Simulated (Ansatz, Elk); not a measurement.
# MnNbSn: X-ray structure factors from the self-consistent density, part 2 of 2

The structure of MnNbSn used here is made up (a known structure type with other elements) and was relaxed beforehand with PBEsol. The aim is the Fourier transform of its all-electron density, F(hkl), set beside the sum over free spherical atoms that refinements use.

Elk 11.2.3 (patched build); all-electron DFT.

So far: The structure; Ground state and structure factors; The magnetisation density.

The structure was built from a prototype and need not be the compound's stable phase.

## Step 4: The highest occupied states alone

Level of this step: DFT, PBE, all-electron APW+lo, Dirac cores, scalar-relativistic bands, static density, ferromagnetic start (Elk).

An energy window below the Fermi level keeps the highest occupied states, to see at which angles they scatter; shallow core shells can lie inside it and anion s states outside. No new self-consistency is needed.

Input file elk.in:

```
tasks
  195

xctype
  20

spinpol
  .true.

rgkmax
  7.0

gmaxvr
  14.0

lmaxo
  7

lmaxapw
  8

swidth
  0.002

tshift
  .false.

ramdisk
  .false.

hmaxvr
  5.5

maxscl
  120

epspot
  1e-06

reducebf
  0.8

wsfac
  -0.189940 0.661300

sppath
  './'

avec
  -3.82473836243 3.82473836243 11.90868404667
  3.82473836243 -3.82473836243 11.90868404667
  3.82473836243 3.82473836243 -11.90868404667

atoms
  3
  'Sn.in'
  2
  0.8593535427 0.8593535427 -0.0000000000   0.000000 0.000000 0.000000
  0.1406464573 0.1406464573 -0.0000000000   0.000000 0.000000 0.000000
  'Nb.in'
  2
  0.6298948869 0.6298948869 0.0000000000   0.000000 0.000000 0.000000
  0.3701051131 0.3701051131 0.0000000000   0.000000 0.000000 0.000000
  'Mn.in'
  2
  0.5000000000 0.0000000000 0.5000000000   0.000000 0.000000 -0.045000
  0.0000000000 0.5000000000 0.5000000000   0.000000 0.000000 -0.045000

ngridk
  7 7 7
```

The run is started by

```console
OMP_NUM_THREADS=4 elk
```

Numbers of over 12 decimals in the logs are rounded to 6 here.

What it wrote:

```text
┌─────────────────────────────────┐
│ Elk code version 11.2.3 started │
└─────────────────────────────────┘

Info(readinput): the functional depends on the density's gradient
 muffin-tin radial points multiplied by    2.00000
 (not where nrmtscf is given)

┌────────────────────┐
│ Current task : 195 │
└────────────────────┘
Info(checkmt): changed muffin-tin radius of species 2 (Nb) from   2.6000 to   2.5321
Info(checkmt): changed muffin-tin radius of species 3 (Mn) from   2.4000 to   2.3373

Info(sfacrho): density structure factors written to SFACRHO.OUT

 Energy window :  -0.1899400000      0.6613000000

┌──────────────────┐
│ Elk code stopped │
└──────────────────┘
```

It took 11 s on 4 threads of AMD EPYC 9R14 (Zen 4), shared host; peak memory 0.32 GiB.

States within 15 eV below the Fermi level hold 32.00 electrons; any levels below the window count with the cores. Their amplitudes can exceed the total, where window and core parts have opposite phase:

```csv
hkl,sin θ/λ (Å⁻¹),"abs F, window","abs F, all"
002,0.079,10.567,23.978
101,0.130,1.200,7.326
004,0.159,3.824,105.860
103,0.172,0.572,22.617
110,0.175,4.101,110.390
112,0.192,6.700,58.475
105,0.234,0.573,13.856
114,0.236,5.514,166.001
006,0.238,4.653,88.311
200,0.247,5.119,169.429
```

## Step 5: Another functional

The difference from free atoms is small, so it is set against the change that LDA (Perdew-Wang) makes.

elk.in, as its differences from that of step 4:

```diff
@@ -1,6 +1,8 @@
 tasks
+  0
   195
+  196
 
 xctype
-  20
+  3
 
@@ -42,5 +44,2 @@
 
-wsfac
-  -0.189940 0.661300
-
 sppath
```

The run is started by

```console
OMP_NUM_THREADS=4 elk
```

What it wrote:

```text
┌─────────────────────────┐
│ Elk code version 11.2.3 │
└─────────────────────────┘

All units are atomic (Hartree, Bohr, etc.)

┌─────────────────────────────────────────────────┐
│ Ground-state run starting from atomic densities │
└─────────────────────────────────────────────────┘

Lattice vectors :
  -3.824738362       3.824738362       11.90868405
   3.824738362      -3.824738362       11.90868405
   3.824738362       3.824738362      -11.90868405

Reciprocal lattice vectors :
 -0.7671990788E-17  0.8213875972      0.2638068691
[...]
total calculated charge     :    231.9992694
 total charge                :    232.0000000
 error                       :   0.7305751152E-03

Moments :
 interstitial                :   0.1818507260E-02
 muffin-tins
  species : 1 (Sn)
[...]
species : 2 (Nb)
[...]
species : 3 (Mn)
   atom 1                    :   0.6993658219
   atom 2                    :   0.6993658219
 total in muffin-tins        :    1.172904826
 total moment                :    1.174723334

┌──────────────────────────────┐
│ Self-consistent loop stopped │
└──────────────────────────────┘

Wrote STATE.OUT
[key lines of the parts left out:]
total energy                :     -22293.487629751
```

Run time: 3.4 min. Hardware: 4 threads; peak memory 0.57 GiB.

Against the first run R = 0.04 %; the largest change is -0.088 at 220. The moment goes from 1.53 to 1.17 μB.

## Step 6: Basis size

A smaller basis shows how fast F responds to it; the change is likely larger than the basis error of the first run, but doesn't show convergence.

elk.in, as its differences from that of step 5:

```diff
@@ -6,3 +6,3 @@
 xctype
-  3
+  20
 
@@ -12,3 +12,3 @@
 rgkmax
-  7.0
+  5.5
```

The run is started by

```console
OMP_NUM_THREADS=4 elk
```

What it wrote:

```text
┌─────────────────────────┐
│ Elk code version 11.2.3 │
└─────────────────────────┘

All units are atomic (Hartree, Bohr, etc.)

┌─────────────────────────────────────────────────┐
│ Ground-state run starting from atomic densities │
└─────────────────────────────────────────────────┘

Lattice vectors :
  -3.824738362       3.824738362       11.90868405
   3.824738362      -3.824738362       11.90868405
   3.824738362       3.824738362      -11.90868405

Reciprocal lattice vectors :
 -0.7671990788E-17  0.8213875972      0.2638068691
[...]
total calculated charge     :    232.0009061
 total charge                :    232.0000000
 error                       :   0.9061211667E-03

Moments :
 interstitial                :  -0.6476264177E-02
 muffin-tins
  species : 1 (Sn)
[...]
species : 2 (Nb)
[...]
species : 3 (Mn)
   atom 1                    :   0.9159560751
   atom 2                    :   0.9159560751
 total in muffin-tins        :    1.500590600
 total moment                :    1.494114336

┌──────────────────────────────┐
│ Self-consistent loop stopped │
└──────────────────────────────┘

Wrote STATE.OUT
[key lines of the parts left out:]
total energy                :     -22316.140365092
```

Run time: 7.9 min. Hardware: 4 threads; peak memory 0.69 GiB.

Against the first run R = 0.04 %; the largest change is +0.214 at 220. The moment goes from 1.53 to 1.49 μB.

## Step 7: Settings against the effect

```csv
run,R against the first run (%),"R against neutral atoms, low angle (%)",wall time
"PBE, rgkmax 7",0.00,0.68,7.8 min
LDA (Perdew-Wang),0.04,0.67,3.4 min
rgkmax 5.5,0.04,0.75,7.9 min
```

## Step 8: Results

| Quantity | Value |
| --- | --- |
| R against neutral atoms, sin θ/λ < 0.3 Å⁻¹ | 0.68 % |
| R against neutral atoms, 0.3 to 0.77 Å⁻¹ | 0.30 % |

**Reading.** Independent neutral atoms miss the calculated amplitudes by R = 0.68 % below 0.3 Å⁻¹ and 0.30 % from there to 0.77 Å⁻¹; by shells, 1.98 % below 0.15 Å⁻¹ (2 forms), 0.65 % 0.15 to 0.3 (12 forms), 0.38 % 0.3 to 0.45 (22 forms), 0.29 % above 0.45 (113 forms). Bonding, aspherical density and the tables' own atoms all enter these figures, and the runs don't part them. The largest change of an amplitude is -0.94 electrons, at 114. The magnetic order is that of the start. No other order was tried here, and an antiferromagnetic one would change or move the magnetic intensity. The window's part falls from 32.0 electrons at the origin to at most 1.56 between 0.45 and 0.77 Å⁻¹, where compact states inside the window still scatter. Below 0.3 Å⁻¹ the changes that finished (LDA (Perdew-Wang) and rgkmax 5.5) move F by R = 0.07 % at most, against the 0.68 % that separates it from free atoms. The magnetic factors move by R = 27.7 % (LDA (Perdew-Wang)) and 3.4 % (rgkmax 5.5), so they aren't settled to better than that. The k-mesh has no finished test. Part of the difference isn't bonding: the tables are fits to free atoms and ions calculated by other methods than this functional. Thermal motion, anomalous dispersion and extinction are left out.

[Logs are printed without paths, hosts, clocks, repeated set-up lines and the standing remarks that a program may print on its own settings, such as how far it seeks lower states.]

[Hosts, paths, dates, database ids (printed as entryN), source tags and the programs' standing remarks are cut or masked in the printed files.]
